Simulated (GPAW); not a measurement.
Computed results, one entry a study.

### Ga2O3 (R-3c): G0W0 with GPAW, start to end

It takes space group R-3c (No. 167, trigonal). The conventional cell has a = 4.997 Å, b = 4.997 Å, c = 13.451 Å, α = 90.00°, β = 90.00°, γ = 120.00°. Nearest to Ga lie 6 O at 1.93 to 2.08 Å. Nearest to O lie 4 Ga at 1.93 to 2.08 Å. Farther neighbours, and contacts between anions beyond the nearest, are not listed.

| Item | Value |
| --- | --- |
| method | DFT, PBE, plane waves, PAW (and 1 further level or step) |
| program | GPAW 26.7.0 |
| settings | cutoff 600 eV, GPAW PAW setups 1.2.1 data release, 4×4×4 k-mesh, nbands 455 |
| cost | 4 runs, 11 min in all on 4 MPI ranks of Intel Xeon Platinum 8488C (Sapphire Rapids), shared host |
| notes | The cell and positions are those that the Materials Project relaxed with its own functionals (PBE, PBE+U or r2SCAN), kept fixed. This is not the form that Ga2O3 usually takes at ambient conditions. Limits: no spin-orbit coupling. |
| PBE gap | 2.80 eV, indirect |
| G0W0 gap on the mesh | 4.77 eV |
| G0W0 gap over the zone (rigid shift) | 4.72 eV |
| GW settings | 4×4×4 mesh, 207 bands, screening to 96 eV, Godby-Needs plasmon pole |
| known limits | short of the basis limit; no spin-orbit coupling |

G0W0 moves the gap on the mesh from 2.85 eV to 4.77 eV (+1.92 eV), with Z of 0.79 and 0.84 at the edges. The mesh misses the band edges by 0.05 eV in all; a rigid shift gives 4.72 eV for the zone.

[Paths, hosts, dates, memory and timing lines, banners, echoed tables and standing remarks are left out of the program output; an Ansatz launch command may be rebuilt from the run's recorded settings. Measured values are a selection of at most five: reports struck by readers or far from the other reports are left out. None is set beside runs whose start may be inverted or whose files or cutoffs have a known fault.]

[Runs of the session that timed out or met a known fault of the program may be left out.]

[Hosts, paths, dates, database ids (printed as entryN), source tags and the programs' standing remarks are cut or masked in the printed files.]

[Where the starting crystal was built by hand or by swapping elements, it need not be the compound's stable phase.]
